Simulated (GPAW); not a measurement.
**Cr2CO2 MXene monolayer: work function by functional and basis**

Wanted: work functions and dipole of Cr2CO2 MXene monolayer, with the cost of each level.

Method: GPAW, PAW setups; layer in a repeated cell with vacuum, relaxation of atoms and in-plane cell, in the first sound run; inputs show where later runs differ, in GPAW 26.7.0.

Report form: the programs' logs are mostly left out.

## 1. Set-up

The cell holds 5 atoms: 2 O, 2 Cr and 1 C. Cell: a = 2.836 Å, b = 2.836 Å, c = 18.209 Å, α = 90.0°, β = 90.0°, γ = 120.0°. Vacuum lies along c.

As a file:

```cif
data_structure
_symmetry_space_group_name_H-M 'P 1'
_symmetry_Int_Tables_number 1
_cell_length_a 2.8360
_cell_length_b 2.8360
_cell_length_c 18.2088
_cell_angle_alpha 90.000
_cell_angle_beta 90.000
_cell_angle_gamma 120.000
_cell_volume 126.83
loop_
_atom_site_label
_atom_site_type_symbol
_atom_site_fract_x
_atom_site_fract_y
_atom_site_fract_z
_atom_site_occupancy
O1 O 0.33333 0.66667 0.38443 1
Cr2 Cr 0.66667 0.33333 0.43855 1
C3 C 0.00000 0.00000 0.50000 1
Cr4 Cr 0.33333 0.66667 0.56145 1
O5 O 0.66667 0.33333 0.61557 1
```

## 2. Relaxation

Forces are removed first; all later runs use this geometry.

run.py

```python
import json
import numpy as np
from ase import Atoms
from ase.filters import FrechetCellFilter
from ase.optimize import BFGS
from gpaw import GPAW, PW

slab = Atoms(
    ['O', 'Cr', 'C', 'Cr', 'O'],
    positions=[
        [-0.00000, 1.63735, 7.00000],
        [1.41799, 0.81868, 7.98539],
        [0.00000, 0.00000, 9.10439],
        [-0.00000, 1.63735, 10.22339],
        [1.41799, 0.81868, 11.20879]],
    cell=[[2.83598, 0.0, 0.0], [-1.41799, 2.45603, 0.0], [0.0, 0.0, 18.2088]],
    pbc=[True, True, True],
    magmoms=[0.0, 2.0, 0.0, 2.0, 0.0])

slab.calc = GPAW(mode=PW(600), xc='PBE', kpts={'size': (12, 12, 1), 'gamma': True},
                 occupations={'name': 'fermi-dirac', 'width': 0.05}, nbands='160%',
                 convergence={'density': 1e-05}, maxiter=200,
                 symmetry={'tolerance': 1e-3}, txt='slab.txt')
result = {}
# The in-plane cell is free; stress needs a cell that repeats along all three vectors
path = []
opt = BFGS(FrechetCellFilter(slab, mask=[1, 1, 0, 0, 0, 1]), maxstep=0.2)
opt.attach(lambda: path.append((slab.get_potential_energy(), slab.positions.tolist(), slab.get_forces().tolist())))
result['relaxed'] = bool(opt.run(fmax=0.02, steps=45))
result['path'] = path
result['cell'] = slab.cell.tolist()
print('in-plane lattice', slab.cell.cellpar().round(4)[[0, 1, 5]])
energy = slab.get_potential_energy()
fermi = slab.calc.get_fermi_level()
v = slab.calc.get_electrostatic_potential().mean((0, 1)) - fermi
n = slab.calc.get_pseudo_density().mean((0, 1))
L = slab.cell[2, 2]
z = np.arange(len(v)) * L / len(v)
low, high = slab.positions[:, 2].min(), slab.positions[:, 2].max()
below, above = np.interp([low - 4.8, high + 4.8], z, v)
slopes = [np.interp(x, z, np.gradient(v, z)) for x in (low - 4.8, high + 4.8)]
eps = np.array([[slab.calc.get_eigenvalues(k, s) for k in range(len(slab.calc.get_ibz_k_points()))]
                for s in range(slab.calc.get_number_of_spins())]) - fermi
top, bottom = eps[eps < 0].max(), eps[eps > 0].min()
dipole = slab.get_dipole_moment()[2]
print(f'energy {energy:.4f} eV, Fermi level {fermi:.4f} eV, dipole {dipole:.5f} e A')
print(f'potential 4.8 A off the faces, from the Fermi level: lower {below:.4f} eV, upper {above:.4f} eV')
print(f'slope of the potential there: lower {slopes[0]:.5f}, upper {slopes[1]:.5f} eV/A')
print(f'nearest levels on the mesh: {top:.4f} and {bottom:.4f} eV')
print('magnetic moment', round(slab.get_magnetic_moment(), 3))
result.update(energy=energy, fermi=fermi, dipole=dipole, below=below, above=above, slopes=slopes, edges=[top, bottom],
              z=z.tolist(), v=v.tolist(), n=n.tolist(), positions=slab.positions.tolist(),
              forces=slab.get_forces(apply_constraint=False).tolist(), moments=slab.get_magnetic_moments().tolist())
json.dump(result, open('result.json', 'w'))
```

Run with:

```sh
OMP_NUM_THREADS=1 OPENBLAS_NUM_THREADS=1 python run.py
```

Run time: 8.8 min. Hardware: 1 thread of Intel Xeon 6975P-C (Granite Rapids), shared host; peak memory 0.4 GiB.

This step gave:

- dipole along the normal: 1.72e-5 e·Å
- levels nearest the Fermi level on the mesh: -0.02330, 0.004810 eV from the Fermi level
- site moments: -0.01881, 2.043, -0.1299, 2.043, -0.01881 μB
- sum of the site moments: 3.918 μB

The electrostatic potential energy of an electron (without an applied field's), less the Fermi level, planar mean oscillates, so the rows of the table below give means over windows of 1.39 Å about each position, cut where the curve ends. Its maxima inside the range that stand out by 2 % of the span (Å: eV): 7.2: -10.8, 8.6: -5.89, 9.6: -5.89, 11.0: -10.8. Its minima: 6.9: -13.1, 7.8: -18.7, 9.1: -12.8, 10.4: -18.7, 11.3: -13.1.

The electrostatic potential energy of an electron (without an applied field's), less the Fermi level, planar mean by z; means over each step:

| z (Å) | electrostatic potential energy of an electron (without an applied field's), less the Fermi level, planar mean (eV) |
| --- | --- |
| 0.69 | 6.43 |
| 2.08 | 6.43 |
| 3.48 | 6.43 |
| 4.87 | 6.39 |
| 6.26 | 0.191 |
| 7.65 | -14.0 |
| 9.04 | -8.42 |
| 10.43 | -13.5 |
| 11.82 | -1.66 |
| 13.21 | 6.36 |
| 14.60 | 6.43 |
| 15.99 | 6.43 |
| 17.38 | 6.43 |

The pseudo valence density, planar mean oscillates, so the rows of the table below give means over windows of 1 Å about each position, cut where the curve ends. Its maxima inside the range that stand out by 2 % of the span (Å: e/Å³): 6.9: 1.06, 9.0: 0.558, 11.3: 1.06. Its minima: 8.3: 0.479, 9.9: 0.479.

Table of pseudo valence density, planar mean by z; means over each step:

| z (Å) | pseudo valence density, planar mean (e/Å³) |
| --- | --- |
| 4 | 9.3e-5 |
| 5 | 0.00367 |
| 6 | 0.170 |
| 7 | 0.860 |
| 8 | 0.585 |
| 9 | 0.540 |
| 10 | 0.551 |
| 11 | 0.844 |
| 12 | 0.322 |
| 13 | 0.00789 |
| 14 | 2.0e-4 |
| 15 | 6.4e-6 |

Site moment by atom:

| atom | site moment (μB) |
| --- | --- |
| O1 | -0.02 |
| Cr2 | 2.04 |
| C3 | -0.13 |
| Cr4 | 2.04 |
| O5 | -0.02 |

The relaxation lowered the energy of the cell by 0.445 eV (energies extrapolated to zero smearing; the optimiser's log prints free energies). The largest force left on a free atom is 0.020 eV/Å.

## 3. The slab's potential

The work function is the vacuum plateau of the electrostatic potential less the Fermi level; a dipole layer lets the two faces have plateaus of their own.

This step: GPAW, PAW setups; slab in vacuum (GPAW 26.7.0).

The cell differs from the one that the last finished run ended in (c 18.209 → 18.474 Å).

run.py, as its differences from that of step 2:

```diff
@@ -3,4 +3,2 @@
 from ase import Atoms
-from ase.filters import FrechetCellFilter
-from ase.optimize import BFGS
 from gpaw import GPAW, PW
@@ -10,24 +8,17 @@
     positions=[
-        [-0.00000, 1.63735, 7.00000],
-        [1.41799, 0.81868, 7.98539],
-        [0.00000, 0.00000, 9.10439],
-        [-0.00000, 1.63735, 10.22339],
-        [1.41799, 0.81868, 11.20879]],
-    cell=[[2.83598, 0.0, 0.0], [-1.41799, 2.45603, 0.0], [0.0, 0.0, 18.2088]],
-    pbc=[True, True, True],
+        [-0.00000, 1.66600, 7.00000],
+        [1.44280, 0.83301, 7.94698],
+        [0.00000, -0.00000, 9.23723],
+        [-0.00000, 1.66600, 10.52748],
+        [1.44280, 0.83301, 11.47447]],
+    cell=[[2.88561, -0.0, 0.0], [-1.4428, 2.49901, 0.0], [0.0, 0.0, 18.4745]],
+    pbc=[True, True, False],
     magmoms=[0.0, 2.0, 0.0, 2.0, 0.0])
 
-slab.calc = GPAW(mode=PW(600), xc='PBE', kpts={'size': (12, 12, 1), 'gamma': True},
+slab.calc = GPAW(mode=PW(500), xc='PBE', kpts={'size': (12, 12, 1), 'gamma': True},
                  occupations={'name': 'fermi-dirac', 'width': 0.05}, nbands='160%',
                  convergence={'density': 1e-05}, maxiter=200,
+                 poissonsolver={'dipolelayer': 'xy'},
                  symmetry={'tolerance': 1e-3}, txt='slab.txt')
 result = {}
-# The in-plane cell is free; stress needs a cell that repeats along all three vectors
-path = []
-opt = BFGS(FrechetCellFilter(slab, mask=[1, 1, 0, 0, 0, 1]), maxstep=0.2)
-opt.attach(lambda: path.append((slab.get_potential_energy(), slab.positions.tolist(), slab.get_forces().tolist())))
-result['relaxed'] = bool(opt.run(fmax=0.02, steps=45))
-result['path'] = path
-result['cell'] = slab.cell.tolist()
-print('in-plane lattice', slab.cell.cellpar().round(4)[[0, 1, 5]])
 energy = slab.get_potential_energy()
```

It took 40 s on 1 thread; peak memory 0.25 GiB.

This step gave:

```yaml
dipole_along_the_normal: -1.91e-4 e·Å
levels_nearest_the_fermi_level_on_the_mesh: -0.02071, 0.004098 eV from the Fermi level
upper_work_function: 6.429 eV
lower_work_function: 6.418 eV
site_moments: -0.01907, 2.042, -0.1300, 2.042, -0.01907 μB
sum_of_the_site_moments: 3.915 μB
```

The electrostatic potential energy of an electron (without an applied field's), less the Fermi level, planar mean oscillates, so the rows of the table below give means over windows of 1.44 Å about each position, cut where the curve ends. Its maxima inside the range that stand out by 2 % of the span (Å: eV): 7.3: -10.9, 8.8: -5.93, 9.7: -5.93, 11.2: -10.9. Its minima: 7.0: -13.1, 8.0: -18.6, 9.2: -12.8, 10.5: -18.6, 11.5: -13.0.

Electrostatic potential energy of an electron (without an applied field's), less the Fermi level, planar mean against z; means over each step:

z (Å), electrostatic potential energy of an electron (without an applied field's), less the Fermi level, planar mean (eV) and a bar from the least value:
```
     0.72        6.4 ##############################
     2.16        6.4 ##############################
     3.60        6.4 ##############################
     5.04        6.4 ##############################
     6.48       -1.1 ###################
     7.92      -13.4 #
     9.36       -8.5 ########
    10.80      -14.2 
    12.24        2.1 ########################
    13.68        6.4 ##############################
    15.12        6.4 ##############################
    16.56        6.4 ##############################
    18.00        6.4 ##############################
```

The pseudo valence density, planar mean oscillates, so the rows of the table below give means over windows of 1 Å about each position, cut where the curve ends. Its maxima inside the range that stand out by 2 % of the span (Å: e/Å³): 7.1: 1.04, 9.2: 0.558, 11.4: 1.04. Its minima: 8.5: 0.478, 10.0: 0.478.

Pseudo valence density, planar mean against z; means over each step:

| z (Å) | pseudo valence density, planar mean (e/Å³) |
| --- | --- |
| 4 | 6.3e-5 |
| 5 | 0.00230 |
| 6 | 0.105 |
| 7 | 0.833 |
| 8 | 0.613 |
| 9 | 0.533 |
| 10 | 0.535 |
| 11 | 0.804 |
| 12 | 0.443 |
| 13 | 0.0133 |
| 14 | 3.2e-4 |
| 15 | 1.1e-5 |

Force by atom:

| atom | x (eV/Å) | y (eV/Å) | z (eV/Å) | size |
| --- | --- | --- | --- | --- |
| O1 | 0.000 | 0.000 | -0.103 | 0.103 |
| Cr2 | 0.000 | 0.000 | 0.007 | 0.007 |
| C3 | 0.000 | 0.000 | 0.000 | 0.000 |
| Cr4 | 0.000 | 0.000 | -0.007 | 0.007 |
| O5 | 0.000 | 0.000 | 0.103 | 0.103 |

The potential is flat to 2.3e-4 eV/Å where it is read, so the vacuum is wide enough.

## 4. Self-consistent run: xc = "revPBE"

The same geometry under revPBE, to see how far the functional moves the levels against the vacuum.

run.py, as its differences from that of step 3:

```diff
@@ -17,3 +17,3 @@
 
-slab.calc = GPAW(mode=PW(500), xc='PBE', kpts={'size': (12, 12, 1), 'gamma': True},
+slab.calc = GPAW(mode=PW(500), xc='revPBE', kpts={'size': (12, 12, 1), 'gamma': True},
                  occupations={'name': 'fermi-dirac', 'width': 0.05}, nbands='160%',
```

It took 40 s on 1 thread; peak memory 0.24 GiB.

Numbers from this step:

- levels nearest the Fermi level on the mesh: -0.001050, 0.007617 eV from the Fermi level
- upper work function: 6.310 eV
- lower work function: 6.299 eV
- site moments: -0.02595, 2.062, -0.1383, 2.062, -0.02595 μB
- sum of the site moments: 3.933 μB

The electrostatic potential energy of an electron (without an applied field's), less the Fermi level, planar mean oscillates, so the rows of the table below give means over windows of 1.44 Å about each position, cut where the curve ends. Its maxima inside the range that stand out by 2 % of the span (Å: eV): 7.3: -10.9, 8.8: -6.00, 9.7: -6.00, 11.2: -10.9. Its minima: 7.0: -13.1, 8.0: -18.7, 9.2: -12.9, 10.5: -18.6, 11.5: -13.1.

Electrostatic potential energy of an electron (without an applied field's), less the Fermi level, planar mean against z; means over each step:

| z (Å) | electrostatic potential energy of an electron (without an applied field's), less the Fermi level, planar mean (eV) |
| --- | --- |
| 0.72 | 6.30 |
| 2.16 | 6.30 |
| 3.60 | 6.30 |
| 5.04 | 6.24 |
| 6.48 | -1.24 |
| 7.92 | -13.4 |
| 9.36 | -8.60 |
| 10.80 | -14.2 |
| 12.24 | 1.97 |
| 13.68 | 6.28 |
| 15.12 | 6.31 |
| 16.56 | 6.31 |
| 18.00 | 6.31 |

Table of pseudo valence density, planar mean by z:

z (Å), pseudo valence density, planar mean (e/Å³) and a bar:
```
      4.0       0.00 
      4.5       0.00 
      5.0       0.00 
      5.5       0.01 
      6.0       0.06 ##
      6.5       0.39 ############
      7.0       1.02 ##############################
      7.5       0.72 #####################
      8.0       0.65 ###################
      8.5       0.48 ##############
      9.0       0.55 ################
      9.5       0.55 ################
     10.0       0.48 ##############
     10.5       0.65 ###################
     11.0       0.74 ######################
     11.5       1.02 ##############################
     12.0       0.36 ###########
     12.5       0.05 #
     13.0       0.01 
     13.5       0.00 
     14.0       0.00 
     14.5       0.00
```

Site moment by atom:

| atom | site moment (μB) |
| --- | --- |
| O1 | -0.03 |
| Cr2 | 2.06 |
| C3 | -0.14 |
| Cr4 | 2.06 |
| O5 | -0.03 |

Force by atom:

| atom | x (eV/Å) | y (eV/Å) | z (eV/Å) | size |
| --- | --- | --- | --- | --- |
| O1 | 0.000 | 0.000 | -0.399 | 0.399 |
| Cr2 | 0.000 | 0.000 | 0.057 | 0.057 |
| C3 | 0.000 | 0.000 | 0.000 | 0.000 |
| Cr4 | 0.000 | 0.000 | -0.057 | 0.057 |
| O5 | 0.000 | 0.000 | 0.399 | 0.399 |

The upper face's work function is 6.310 eV, against 6.429 eV in the first plane-wave PBE run at this geometry.

## 5. Self-consistent run: xc = "RPBE"

The same geometry under RPBE, to see how far the functional moves the levels against the vacuum.

run.py, as its differences from that of step 4:

```diff
@@ -17,3 +17,3 @@
 
-slab.calc = GPAW(mode=PW(500), xc='revPBE', kpts={'size': (12, 12, 1), 'gamma': True},
+slab.calc = GPAW(mode=PW(500), xc='RPBE', kpts={'size': (12, 12, 1), 'gamma': True},
                  occupations={'name': 'fermi-dirac', 'width': 0.05}, nbands='160%',
```

Wall time 40 s (1 thread); peak memory 0.25 GiB.

This step gave:

```
levels nearest the Fermi level on the mesh : -0.03342, 0.006075 eV from the Fermi level
upper work function                        : 6.309 eV
lower work function                        : 6.298 eV
site moments                               : -0.02831, 2.069, -0.1408, 2.069, -0.02831 μB
sum of the site moments                    : 3.940 μB
```

The electrostatic potential energy of an electron (without an applied field's), less the Fermi level, planar mean oscillates, so the rows of the table below give means over windows of 1.44 Å about each position, cut where the curve ends. Its maxima inside the range that stand out by 2 % of the span (Å: eV): 7.3: -11.0, 8.8: -6.02, 9.7: -6.02, 11.2: -11.0. Its minima: 7.0: -13.2, 8.0: -18.7, 9.2: -12.9, 10.5: -18.7, 11.5: -13.1.

Table of electrostatic potential energy of an electron (without an applied field's), less the Fermi level, planar mean by z; means over each step:

z (Å), electrostatic potential energy of an electron (without an applied field's), less the Fermi level, planar mean (eV) and a bar from the least value:
```
     0.72        6.3 ##############################
     2.16        6.3 ##############################
     3.60        6.3 ##############################
     5.04        6.2 ##############################
     6.48       -1.3 ###################
     7.92      -13.5 #
     9.36       -8.6 ########
    10.80      -14.2 
    12.24        1.9 ########################
    13.68        6.3 ##############################
    15.12        6.3 ##############################
    16.56        6.3 ##############################
    18.00        6.3 ##############################
```

The upper face's work function is 6.309 eV, against 6.429 eV in the first plane-wave PBE run at this geometry.

## 6. OptPBE vdW: xc = "optPBE-vdW"

The same geometry under optPBE-vdW, to see how far the functional moves the levels against the vacuum (the van der Waals functionals take revPBE setups).

run.py, as its differences from that of step 5:

```diff
@@ -17,3 +17,3 @@
 
-slab.calc = GPAW(mode=PW(500), xc='RPBE', kpts={'size': (12, 12, 1), 'gamma': True},
+slab.calc = GPAW(mode=PW(500), xc='optPBE-vdW', kpts={'size': (12, 12, 1), 'gamma': True},
                  occupations={'name': 'fermi-dirac', 'width': 0.05}, nbands='160%',
```

The job ended after 49 s (1 thread; peak memory 0.39 GiB).

This step gave:

* dipole along the normal: -1.90e-4 e·Å
* levels nearest the Fermi level on the mesh: -0.02370, 0.01249 eV from the Fermi level
* upper work function: 6.721 eV
* lower work function: 6.710 eV
* site moments: -0.01658, 2.038, -0.1299, 2.038, -0.01658 μB
* sum of the site moments: 3.914 μB

The upper face's work function is 6.721 eV, against 6.429 eV in the first plane-wave PBE run at this geometry.

## 7. Self-consistent run: xc = "vdW-DF2"

The same geometry under vdW-DF2, to see how far the functional moves the levels against the vacuum (the van der Waals functionals take revPBE setups).

run.py, as its differences from that of step 6:

```diff
@@ -17,3 +17,3 @@
 
-slab.calc = GPAW(mode=PW(500), xc='optPBE-vdW', kpts={'size': (12, 12, 1), 'gamma': True},
+slab.calc = GPAW(mode=PW(500), xc='vdW-DF2', kpts={'size': (12, 12, 1), 'gamma': True},
                  occupations={'name': 'fermi-dirac', 'width': 0.05}, nbands='160%',
```

Elapsed: 52 s, on 1 thread; peak memory 0.37 GiB.

This step gave:

* dipole along the normal: -1.88e-4 e·Å
* levels nearest the Fermi level on the mesh: -0.02017, 0.01448 eV from the Fermi level
* upper work function: 6.999 eV
* lower work function: 6.988 eV
* site moments: -0.003129, 2.031, -0.1244, 2.031, -0.003129 μB
* sum of the site moments: 3.931 μB

The electrostatic potential energy of an electron (without an applied field's), less the Fermi level, planar mean oscillates, so the rows of the table below give means over windows of 1.44 Å about each position, cut where the curve ends. Its maxima inside the range that stand out by 2 % of the span (Å: eV): 7.3: -10.7, 8.8: -5.92, 9.7: -5.92, 11.2: -10.7. Its minima: 7.0: -12.7, 8.0: -18.6, 9.2: -12.7, 10.5: -18.6, 11.5: -12.7.

The electrostatic potential energy of an electron (without an applied field's), less the Fermi level, planar mean by z; means over each step:

| z (Å) | electrostatic potential energy of an electron (without an applied field's), less the Fermi level, planar mean (eV) |
| --- | --- |
| 0.72 | 6.99 |
| 2.16 | 6.99 |
| 3.60 | 6.99 |
| 5.04 | 6.92 |
| 6.48 | -0.749 |
| 7.92 | -13.3 |
| 9.36 | -8.49 |
| 10.80 | -14.1 |
| 12.24 | 2.51 |
| 13.68 | 6.97 |
| 15.12 | 7.00 |
| 16.56 | 7.00 |
| 18.00 | 7.00 |

The upper face's work function is 6.999 eV, against 6.429 eV in the first plane-wave PBE run at this geometry.

## 8. Self-consistent run: xc = "LDA"

The same geometry under LDA, to see how far the functional moves the levels against the vacuum.

run.py, as its differences from that of step 7:

```diff
@@ -17,3 +17,3 @@
 
-slab.calc = GPAW(mode=PW(500), xc='vdW-DF2', kpts={'size': (12, 12, 1), 'gamma': True},
+slab.calc = GPAW(mode=PW(500), xc='LDA', kpts={'size': (12, 12, 1), 'gamma': True},
                  occupations={'name': 'fermi-dirac', 'width': 0.05}, nbands='160%',
```

It took 48 s on 1 thread; peak memory 0.22 GiB.

Numbers from this step:

* levels nearest the Fermi level on the mesh: -0.005704, 0.01360 eV from the Fermi level
* upper work function: 6.735 eV
* lower work function: 6.723 eV
* site moments: -0.01197, 1.864, -0.1016, 1.864, -0.01197 μB
* sum of the site moments: 3.603 μB

The upper face's work function is 6.735 eV, against 6.429 eV in the first plane-wave PBE run at this geometry.

[end of part 1 of 2]

[Logs are printed without paths, hosts, clocks, repeated set-up lines and the standing remarks that a program may print on its own settings, such as how far it seeks lower states.]

[Hosts, paths, dates, database ids (printed as entryN), source tags and the programs' standing remarks are cut or masked in the printed files.]
